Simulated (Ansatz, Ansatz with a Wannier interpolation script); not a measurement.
## PtS2 (1T monolayer): quasiparticle bands by Wannier interpolation

G0W0 gives levels on a mesh alone; what do the bands of PtS2 (1T monolayer) look like between the points?

Method: PBEsol, Wannier functions and G0W0, plane waves, PAW, in Ansatz 0.2.0.

### 1. The structure

The cell holds 3 atoms: 1 Pt and 2 S. Cell: a = 3.538 Å, b = 3.538 Å, c = 28.100 Å, α = 90.0°, β = 90.0°, γ = 120.0°. Vacuum lies along c.

The structure was relaxed with PBEsol. The structure was generated from a model, not taken from a measurement. The runs that relaxed it are not among those shown. Spin-orbit coupling is left out unless a step names it. The default PAW set here is soft_2. Its files were made with PBE. The Coulomb interaction is cut off across the vacuum.

### 2. PBEsol bands

The cheap functional maps the bands first; the places of the edges decide which points the dearer methods must see.

This step: DFT, PBEsol, plane waves, PAW.

Contents of input.yaml:

```yaml
crystal:
  lattice:
    - [3.5376757143, 0.0, 0.0]
    - [-1.7688378572, 3.063717039, 0.0]
    - [0.0, 0.0, 28.1]
  atoms:
    - { symbol: Pt, position: [0.0, 0.0, 0.5] }
    - { symbol: S, position: [0.3333333333, 0.6666666667, 0.5432417435] }
    - { symbol: S, position: [0.6666666667, 0.3333333333, 0.4567582565] }
  periodic: [true, true, false]
kpoints:
  mp_grid: { grid: [12, 12, 1] }
  band_path:
    path:
      - [0, 0, 0]
      - [0.5, 0, 0]
      - [0.3333333333333, 0.3333333333333, 0]
      - [0, 0, 0]
    npoints: 10
hamiltonian:
  xc: pbesol
scf:
  occupations: { method: fermi_dirac, width: 0.02 }
  n_extra_bands: 149
output:
  eigenvalues: true
  forces: true
  stress: true
  fatbands: true
  write_density: true
  write_potential: true
  elf: true
  volumetric_format: npy
```

Run with:

```bash
$ ansatz run input.yaml --threads 12 --pin off --max-ram 27648MiB --backend cpu --events-out ev --progress --plain --runs-dir out
```

Numbers of over 12 decimals in the logs are rounded to 6 here.

The program printed:

```text
scf.n_extra_bands = 149 over 15 filled bands (N_el = 30.0): the run solves 164 bands
Engine: ansatz 0.2.0, x86_64-unknown-linux-gnu
Pseudopotentials: kind: paw
Pseudopotential: Pt, paw, valence charge 18, recommended cutoff 420 eV (normal), Pt.paw.azcp
Pseudopotential: S, paw, valence charge 6, recommended cutoff 420 eV (normal), S.paw.azcp
Functional definition: PBEsol
  exchange = pbesol_x
  correlation = pbesol_c
Crystal: 3 atoms, lattice volume = 304.560 Å³
Basis set: ecut = 420 eV, 5919 PW (Γ), exchange–correlation on 48×48×384 points (8 copies of the dense FFT grid, shifted against one another)
Bands: 164, of which v1, the nominal top of the filled ones, is band 15 counted from 1 (14 counted from 0)
Symmetry: 12 space group operations
Space group: P-3m1 (ITA 164), of the structure as read, at distance tolerance 6.7e-5 Å
k-points: 19 of 144
Non-local potential: Pt, projectors of the file, l = 0: 3, l = 1: 2, l = 2: 2, l = 3: 1
Non-local potential: S, projectors of the file, l = 0: 2, l = 1: 2, l = 2: 2
PAW form: soft (Blöchl's): semilocal exchange-correlation on the pseudo side does not see the compensation charge
PAW frozen core: Pt, regenerated for the run's functional, and the local potential with it (the file was generated under x = pbe(κ = 0.804, μ = 0.219515), c = pbe(β = 0.066725))
PAW frozen core: S, regenerated for the run's functional, and the local potential with it (the file was generated under x = pbe(κ = 0.804, μ = 0.219515), c = pbe(β = 0.066725))
PAW one-centre angular grid: Pt, 590 points (default); XC on 64 Gauss nodes
PAW one-centre angular grid: S, 110 points (default); XC on 64 Gauss nodes
Initial density: superposition of atomic densities (neutral atoms: chi_scale 0, normalization atom), corrected by the library's trained network
Initial wavefunctions: pseudopotential atomic-orbital guess
Functional: x = pbesol(κ = 0.804, μ = 0.123457), c = pbesol(β = 0.046)
SCF iter   1: F=—  HF=-14154.822557 eV  |F-HF|=—  |Δ(HF+E_count)|=         —  Δρ=1.96e-3  dr2=2.03e-2  ethr=1.77e-3  ⟨swp⟩=7.2  Hψ=18949  notcnv=0  defer=2212
preconditioner: auto → none  [insulator: Δε(μ)=1.757 eV  Ē_g=31.393 eV  σ=0.020 eV  W_gap=1.00  n_scr=16 (ndim 8)  ℏωp=10.0 eV  f_vac=0.779  D(μ)=0.00/eV (n_scr^D=0)  ε∞_Penn≈1.1]
SCF iter   2: F=—  HF=-14154.822014 eV  |F-HF|=—  |Δ(HF+E_count)|=   5.43e-4  Δρ=2.00e-3  dr2=2.21e-2  ethr=6.75e-5  ⟨swp⟩=3.5  Hψ=4097  notcnv=0  defer=2715
SCF iter   3: F=—  HF=-14154.818476 eV  |F-HF|=—  |Δ(HF+E_count)|=   3.54e-3  Δρ=7.20e-4  dr2=2.29e-3  ethr=6.75e-5  ⟨swp⟩=2.5  Hψ=717  notcnv=0  defer=2715
SCF iter   4: F=—  HF=-14154.818365 eV  |F-HF|=—  |Δ(HF+E_count)|=   1.11e-4  Δρ=2.19e-4  dr2=9.99e-5  ethr=7.65e-6  ⟨swp⟩=3.2  Hψ=850  notcnv=0  defer=2715
SCF iter   5: F=—  HF=-14154.818498 eV  |F-HF|=—  |Δ(HF+E_count)|=   1.33e-4  Δρ=4.75e-5  dr2=3.94e-6  ethr=3.33e-7  ⟨swp⟩=2.6  Hψ=2194  notcnv=0  defer=2715
SCF iter   6: F=—  HF=-14154.818503 eV  |F-HF|=—  |Δ(HF+E_count)|=   5.58e-6  Δρ=1.02e-5  dr2=1.94e-7  ethr=1.31e-8  ⟨swp⟩=3.3  Hψ=1279  notcnv=0  defer=2715
SCF iter   7: F=-14154.818503 eV  HF=-14154.818503 eV  |F-HF|=4.92e-9  |Δ(HF+E_count)|=   9.89e-8  Δρ=2.56e-6  dr2=2.10e-8  ethr=3.33e-10  ⟨swp⟩=37.9  Hψ=49209  notcnv=0
SCF 1 converged in 7 iterations: F = -14154.818503 eV  dr2 = 2.10e-8
[...]
NSCF: frozen V_eff on 31 k-points
WARN: The output density's exchange-correlation potential varies sharply where the density is thin. Do not read a vacuum level from v_tot or v_xc, or from such a field of the output density. On a cell that repeats whose density bears no net charge and no dipole along the vacuum's axis use v_es (v_loc + v_h of the components); under efield.dipole_correction with no amplitude use v_es + v_field, which holds any externa [...]
SCF converged after 7 iterations
Free energy (F): -14154.818503 eV
Harris-Foulkes:  -14154.818503 eV  (|F-HF|=4.92e-9)
Internal energy: -14154.818503 eV  (E = F + TS)
E sigma→0 (E₀):  -14154.818503 eV
Fermi energy:    -5.453006 eV
--- Per-component energies (eV) ---
  E_band       = -810.920304
  E_kinetic    = 850.374229
  E_local      = -47274.698445  (includes V_loc(G=0)·N_el)
  E_nonlocal   = 258.606143
  E_hartree    = 23065.962544
  E_xc         = -452.278489
  E_vxc        = -476.710644  (∫ρ·V_xc dr)
  E_paw        = -10484.042876  (= ΣΔE_a)
  E_vpaw       = -300.426198  (= ΣTr[D̂ρ^β])
  E_aug_tail   = 0.000181  (compensation charges beyond the density's cutoff)
  E_ewald      = 19880.847331
  E_core_change = 0.410880  (= ΣΔE_core)
  E_smearing   = -0.000000  (= −TS)
  E_closure    = -0.000000  (closes the sum)
  Σ components = -14154.818503   (vs F -14154.818503, Δ=0.00e0)
--- Forces (eV/Å), atoms counted from 1 ---
  atom   1  Pt    -0.00000000    -0.00000000     0.00000000
  atom   2  S     -0.00000000     0.00000000     0.00777176
  atom   3  S      0.00000000    -0.00000000    -0.00777176
  max |Σ_I F_I| component: 4.63e-18 eV/Å
--- 2D stress c σ (N/m, compression-positive) ---
       -0.039475       0.000000       0.000000
        0.000000      -0.039475       0.000000
        0.000000       0.000000       0.000000
  P = ½ c Tr σ = -0.0395 N/m
--- Band table (eV; the first three rows and the last of 19) ---
  k-point 0: bands = [... 11 lower, -7.1430, -7.0706, -6.6420, -6.6420, -3.0320, -3.0320, -0.8463 (-0.8468°), -0.6579 (-0.6584°), ... 145 higher]
  k-point 1: bands = [... 11 lower, -7.5664, -6.9263, -6.5984, -6.4456, -3.4939, -3.1606, -0.6362 (-0.6370°), -0.3999 (-0.4020°), ... 145 higher]
  k-point 2: bands = [... 11 lower, -8.1256, -6.6294, -6.5790, -6.3798, -4.2856, -3.3977, -0.1499 (-0.1517°), 0.0108 (0.0067°), ... 145 higher]
  k-point 18: bands = [... 11 lower, -8.9536, -8.7036, -7.0952, -7.0952, -4.1725, -4.1725, 0.6113, 2.6438, ... 145 higher]
  ° read free of the cell's end (the report's vacuum.weakly_bound_levels)
```

It took 15 s on 12 threads of Intel Xeon 6975P-C (Granite Rapids), shared host; peak memory 2.6 GiB; 2.7 min of CPU time.

Numbers from this step:

```
filled bands         : 15
gap                  : 1.782 eV
valence top at       : k = (0.167, 0.167, 0.000)
conduction bottom at : k = (0.000, 0.250, 0.000)
least direct gap     : 1.937 eV
```

The gap is indirect, with the least direct gap 0.15 eV higher.

ELF in the ca plane at fractional y = 0.000, with atoms of Pt within 0.2 Å of it. It is the smooth field of the valence electrons, not physical close to the nuclei.

Ten even steps from '0' (0.00) to '9' (0.69), each cell a mean:
```
00000000000000000001358998642000000000000000
00000000000000000012344775443110000000000000
00000000000000001356764444576542000000000000
00000000000000014689986324799975200000000000
00000000000000024799986324799986310000000000
00000000000000012578885334788763100000000000
00000000000000000134544554454321000000000000
00000000000000000001346897532100000000000000
00000000000000000001369999742000000000000000
```
Columns run along c (16.0 Å, from fractional 0.19 to 0.76 of the cell), rows up along a (3.5 Å). Atoms in or near the plane, at fractional coordinates: Pt at (0.50, 0.00).

Electrostatic potential energy in the ca plane at fractional y = 0.000, with atoms of Pt within 0.2 Å of it. With pseudopotentials it is smooth inside the atoms' cores, unlike the true potential.

Values in eV, 5 rows by 16 columns, each cell a mean:
```
  0   0   0   0   0   0  -1  -7 -45 -30  -2   0   0   0   0   0
  0   0   0   0   0   0  -1  -6 -12  -9  -4   0   0   0   0   0
  0   0   0   0   0   0  -2  -8  -5  -7  -6  -1   0   0   0   0
  0   0   0   0   0   0  -1  -5 -20 -13  -3   0   0   0   0   0
  0   0   0   0   0   0  -1  -8 -48 -35  -2   0   0   0   0   0
```
Columns run along c (16.0 Å, from fractional 0.19 to 0.76 of the cell; values clipped at the 3rd and 97th percentile), rows up along a (3.5 Å). Atoms in or near the plane, at fractional coordinates: Pt at (0.50, 0.00).

### 3. Wannier functions (Pt:5d S:3p) on 24×24×1

Localised functions give a small Hamiltonian that interpolates between mesh points at no cost.

This step: maximally localised Wannier functions, PBEsol, plane waves, PAW.

input.yaml, the sections that differ from step 2:

```yaml
kpoints:
  mp_grid: { grid: [12, 12, 1] }
scf:
  occupations: { method: fixed }
  n_extra_bands: 149
output:
  wannier:
    kmesh: [24, 24, 1]
    projections: [{ species: Pt, l: d, shell: 5 }, { species: S, l: p, shell: 3 }]
    minimise: true
    write_hr: true
    seedname: w
    conv_tol: 1.0e-07
    max_iter: 4000
    disentanglement:
      window: [-13.1, -1.07]
      frozen_window: [-13.1, -4.07]
      conv_tol: 1.0e-08
# crystal, hamiltonian: as in step 2
```

The program printed:

```text
[...]
Crystal: 3 atoms, lattice volume = 304.560 Å³
Basis set: ecut = 420 eV, 5919 PW (Γ)
Bands: 164, of which v1, the nominal top of the filled ones, is band 15 counted from 1 (14 counted from 0)
Symmetry: 12 space group operations
[...]
k-points: 19 of 144
[...]
SCF iter   1: F=—  HF=-14154.822618 eV  |F-HF|=—  |Δ(HF+E_count)|=         —  Δρ=1.97e-3  dr2=2.05e-2  ethr=1.77e-3  ⟨swp⟩=5.1  Hψ=11246  notcnv=0  defer=2787
[...]
SCF iter   7: F=-14154.818583 eV  HF=-14154.818583 eV  |F-HF|=1.64e-8  |Δ(HF+E_count)|=   4.76e-8  Δρ=2.78e-6  dr2=2.74e-8  ethr=3.33e-10  ⟨swp⟩=27.2  Hψ=51211  notcnv=0
SCF 1 converged in 7 iterations: F = -14154.818583 eV  dr2 = 2.74e-8
[...]
NSCF: frozen V_eff on 64 k-points
the Wannier pass solved 64 of the 576 points of its mesh, and has the states at the others by symmetry: states obtained by the crystal's operations at points that were solved too leave a residual of 6.10e-13 eV (read by the count's bands and the next), within 1.11e-5 eV
SCF converged after 7 iterations
Free energy (F): -14154.818583 eV
[...]
Internal energy: -14154.818583 eV  (E = F + TS)
E sigma→0 (E₀):  -14154.818583 eV
Fermi energy:    -6.348494 eV
[...]
--- Band table (eV; the first three rows and the last of 19) ---
  k-point 0: bands = [... 11 lower, -7.1430, -7.0706, -6.6420, -6.6420, -3.0320, -3.0320, -0.8466 (-0.8471°), -0.6583 (-0.6590°), ... 145 higher]
  k-point 1: bands = [... 11 lower, -7.5664, -6.9263, -6.5984, -6.4456, -3.4939, -3.1606, -0.6369 (-0.6377°), -0.4017 (-0.4040°), ... 145 higher]
  k-point 2: bands = [... 11 lower, -8.1256, -6.6294, -6.5790, -6.3798, -4.2856, -3.3977, -0.1514 (-0.1534°), 0.0075 (0.0029°), ... 145 higher]
  k-point 18: bands = [... 11 lower, -8.9536, -8.7036, -7.0952, -7.0952, -4.1725, -4.1725, 0.6113, 2.6438, ... 145 higher]
  ° read free of the cell's end (the report's vacuum.weakly_bound_levels)
  °? not known for the slab's own: over its row's bound_up_to_ev there, or no deeper under its free states than its continued_xc_part_ev in size
Wannier search: line search 1 of at most 4000: gauge-dependent spread (as the search counts it) 0.8184579 Å², largest recent change 2.5e-1 Å² and fall left 1.2e-5 Å² against conv_tol 1.0e-7 Å², 0 stops escaped
```

It took 46 s on 12 threads; peak memory 10 GiB.

w.win, one line in 2:

```text
! ansatz wannier90 interface
! states of the run's bands (counted from 1): 1-17
num_wann  = 11
conv_tol = 1e-7
dis_win_min = -13.1
dis_froz_min = -13.1
dis_num_iter = 10000
guiding_centres = true
write_hr = true
begin unit_cell_cart
       3.5376757143374933   2.8867449991403772e-11                      0.0
                      0.0                      0.0                     28.1

Pt                       0.0                      0.0                      0.5
S         0.6666666666666666       0.3333333333333333             0.4567582565
```

This step gave:

* gauge-invariant spread: 16.77 Å²
* diagonal spread: 0.006944 Å²
* off-diagonal spread: 0.8108 Å²
* total spread: 17.59 Å²
* least projectability: 0.5448
* localisation steps: 12
* disentanglement steps: 3
* r.m.s. interpolation error: 4.88e-6 eV
* r.m.s. error near the gap: 5.20e-6 eV

Near the gap the model misses directly solved bands by 0.0 meV r.m.s. and by 0 meV at most in the window tested. This tests the starting bands, not the corrections carried with them.

Wannier functions, by row:

```tsv
function	x (Å)	y (Å)	z (Å)	spread (Å²)	nearest atom	distance (Å)
1	0	0	14.05	1.045	Pt1	0
2	0	0	14.05	1.496	Pt1	0
3	0	0	14.05	1.494	Pt1	0
4	0	0	14.05	1.174	Pt1	0
5	0	0	14.05	1.174	Pt1	0
6	0	2.044	15.36	1.684	S2	0.099
7	0	2.102	15.16	1.96	S2	0.123
8	0	1.981	15.16	1.96	S2	0.124
9	1.769	1.02	12.74	1.684	S3	0.099
10	1.769	0.962	12.94	1.96	S3	0.123
11	1.769	1.083	12.94	1.96	S3	0.124
```

Frozen up to 2.28 eV; above it the model need not follow the bands. The electronic bands at the labelled points (eV, zero at the valence-band top):

```tsv
point	band 12	band 13	band 14	band 15	band 16	band 17
Γ	-0.79	-0.72	-0.29	-0.29	3.32	3.32
halfway	-2.10	-0.44	-0.43	-0.15	1.78	2.85
M	-2.22	-2.12	-1.75	-1.44	2.91	3.08
halfway	-2.37	-2.32	-1.15	-0.79	2.33	2.68
K	-2.61	-2.36	-0.75	-0.75	2.18	2.18
halfway	-2.16	-0.84	-0.51	0.00	2.10	2.20
Γ	-0.79	-0.72	-0.29	-0.29	3.32	3.32
```

The same for Kohn-Sham, solved directly:

```tsv
point	band 12	band 13	band 14	band 15	band 16	band 17
Γ	-0.79	-0.72	-0.29	-0.29	3.32	3.32
M	-2.22	-2.12	-1.75	-1.44	2.91	3.08
K	-2.61	-2.36	-0.75	-0.75	2.18	2.18
Γ	-0.79	-0.72	-0.29	-0.29	3.32	3.32
```

### 4. G0W0 at every point of the mesh: 12×12×1 mesh, 494 empty bands, screening to 80 eV

G0W0 replaces the xc potential by the self-energy, built once from these orbitals. Only a window of levels is corrected, while the sums run over the empty bands that the input names.

This step: G0W0 on PBEsol, plane waves, PAW.

input.yaml, the sections that differ from step 3:

```yaml
scf:
  occupations: { method: fixed }
gw:
  n_empty_bands: 494
  ecut_chi: 80.0
  qp_bands: [v9, c2]
  screening: { model: contour_deformation }
# crystal, kpoints, hamiltonian: as in step 3
# output: removed
```

The program printed:

```text
[...]
Crystal: 3 atoms, lattice volume = 304.560 Å³
Basis set: ecut = 420 eV, 5919 PW (Γ)
Bands: 19, of which v1, the nominal top of the filled ones, is band 15 counted from 1 (14 counted from 0)
Symmetry: 12 space group operations
[...]
k-points: 19 of 144
[...]
SCF iter   1: F=—  HF=-14154.821333 eV  |F-HF|=—  |Δ(HF+E_count)|=         —  Δρ=2.03e-3  dr2=2.25e-2  ethr=1.77e-3  ⟨swp⟩=7.9  Hψ=2364  notcnv=0  defer=38
[...]
SCF iter   7: F=-14154.818583 eV  HF=-14154.818583 eV  |F-HF|=1.18e-8  |Δ(HF+E_count)|=   1.84e-8  Δρ=2.22e-6  dr2=2.04e-8  ethr=3.33e-10  ⟨swp⟩=15.9  Hψ=2474  notcnv=0
SCF 1 converged in 7 iterations: F = -14154.818583 eV  dr2 = 2.04e-8
[...]
G₀W₀ screening: q 1/19
[... further progress lines ...]
SCF converged after 7 iterations
Free energy (F): -14154.818583 eV
[...]
Internal energy: -14154.818583 eV  (E = F + TS)
E sigma→0 (E₀):  -14154.818583 eV
Fermi energy:    -6.348509 eV
[...]
--- Band table (eV; the first three rows and the last of 19) ---
  k-point 0: bands = [... 11 lower, -7.1430, -7.0706, -6.6420, -6.6420, -3.0320, -3.0320, -0.8466, -0.6584]
  k-point 1: bands = [... 11 lower, -7.5664, -6.9263, -6.5984, -6.4456, -3.4939, -3.1606, -0.6369, -0.4017]
  k-point 2: bands = [... 11 lower, -8.1256, -6.6294, -6.5790, -6.3799, -4.2856, -3.3977, -0.1515, 0.0075]
  k-point 18: bands = [... 11 lower, -8.9536, -8.7037, -7.0953, -7.0953, -4.1725, -4.1725, 0.6113, 2.6438]
--- G₀W₀: contour deformation, 7 samples at zero and on the imaginary axis and 5 off it, 144 q-points, 494 empty bands' worth ---
  eigenvalues of the whole cell's RPA ε∞ on this k-mesh (on a slab, of 1 + 4πα/V) = 1.1499, 3.5284, 3.5284; static W/v taken at q = 0 is 0.526525
    ik  band        ε_KS         Σx   Σc(E_QP)       V_xc       Z   E_QP_lin       E_QP  E_QP is
     0     7    -12.1510   -25.3288     4.3554   -20.7071  0.6544   -12.4195   -12.4172  root
     0     8    -12.1510   -25.3288     4.3554   -20.7071  0.6544   -12.4195   -12.4172  root
     0     9    -11.7255   -22.9937     5.0597   -17.5203  0.6496   -12.1573   -12.1392  root
     0    10     -9.3695   -29.2480     4.6827   -24.2843  0.6631    -9.6539    -9.6505  root
     0    11     -9.3695   -29.2480     4.6827   -24.2843  0.6631    -9.6539    -9.6505  root
     0    12     -7.1430   -25.1221     3.5001   -21.2590  0.6901    -7.5123    -7.5059  root
     0    13     -7.0706   -16.6160     1.9054   -14.2609  0.6922    -7.5301    -7.5203  root
     0    14     -6.6420   -18.3294     1.5548   -16.4249  0.7161    -6.9956    -6.9917  root
     0    15     -6.6420   -18.3294     1.5548   -16.4249  0.7161    -6.9956    -6.9917  root
     0    16     -3.0320   -16.9099    -3.3085   -20.9387  0.6925    -2.2799    -2.3118  root
     0    17     -3.0320   -16.9099    -3.3085   -20.9387  0.6925    -2.2799    -2.3118  root
     1     7    -12.1382   -24.9915     4.3745   -20.3310  0.6657   -12.4296   -12.4242  root
     1     8    -12.0937   -25.3289     4.3172   -20.7438  0.6596   -12.3645   -12.3617  root
     1     9    -11.6448   -23.0229     5.0209   -17.5836  0.6457   -12.0725   -12.0631  root
[...]
18    13     -8.7037   -17.7285     2.4103   -14.8675  0.6789    -9.1431    -9.1544  root
    18    14     -7.0953   -25.5666     3.4054   -21.7811  0.7030    -7.4811    -7.4753  root
    18    15     -7.0953   -25.5666     3.4054   -21.7811  0.7030    -7.4811    -7.4753  root
    18    16     -4.1725   -16.0910    -3.1858   -19.9966  0.7203    -3.4336    -3.4526  root
    18    17     -4.1725   -16.0910    -3.1858   -19.9966  0.7203    -3.4336    -3.4526  root
```

It took 14 min on 12 threads; peak memory 6.8 GiB.

This step gave:

```
bands summed                                 : 509
plane waves in the screening matrix          : 527
q-points in the mesh                         : 144
G0W0 gap on the mesh                         : 2.848 eV
k of the valence top                         : 0.1667, 0.1667, 0
k of the conduction bottom                   : 0, 0.25, 0
starting gap on the mesh                     : 1.782 eV
Z at the valence top                         : 0.7146
Z at the conduction bottom                   : 0.7338
least direct G0W0 gap on the computed points : 3.019 eV
```

The gap on the mesh goes from 1.78 eV to 2.85 eV, a correction of +1.07 eV. Between the two edge states, bare exchange in place of the xc potential would open the gap by 5.93 eV, and correlation takes back 4.86 eV.

(Part 1 of 2 ends here.)

[Paths, hosts, dates, memory and timing lines, banners, echoed tables and standing remarks are left out of the program output.]

[Logs are printed without paths, hosts, clocks, repeated set-up lines and the standing remarks that a program may print on its own settings, such as how far it seeks lower states.]

[Runs of the session that timed out or met a known fault of the program may be left out.]

[Hosts, paths, dates, database ids (printed as entryN), source tags and the programs' standing remarks are cut or masked in the printed files.]
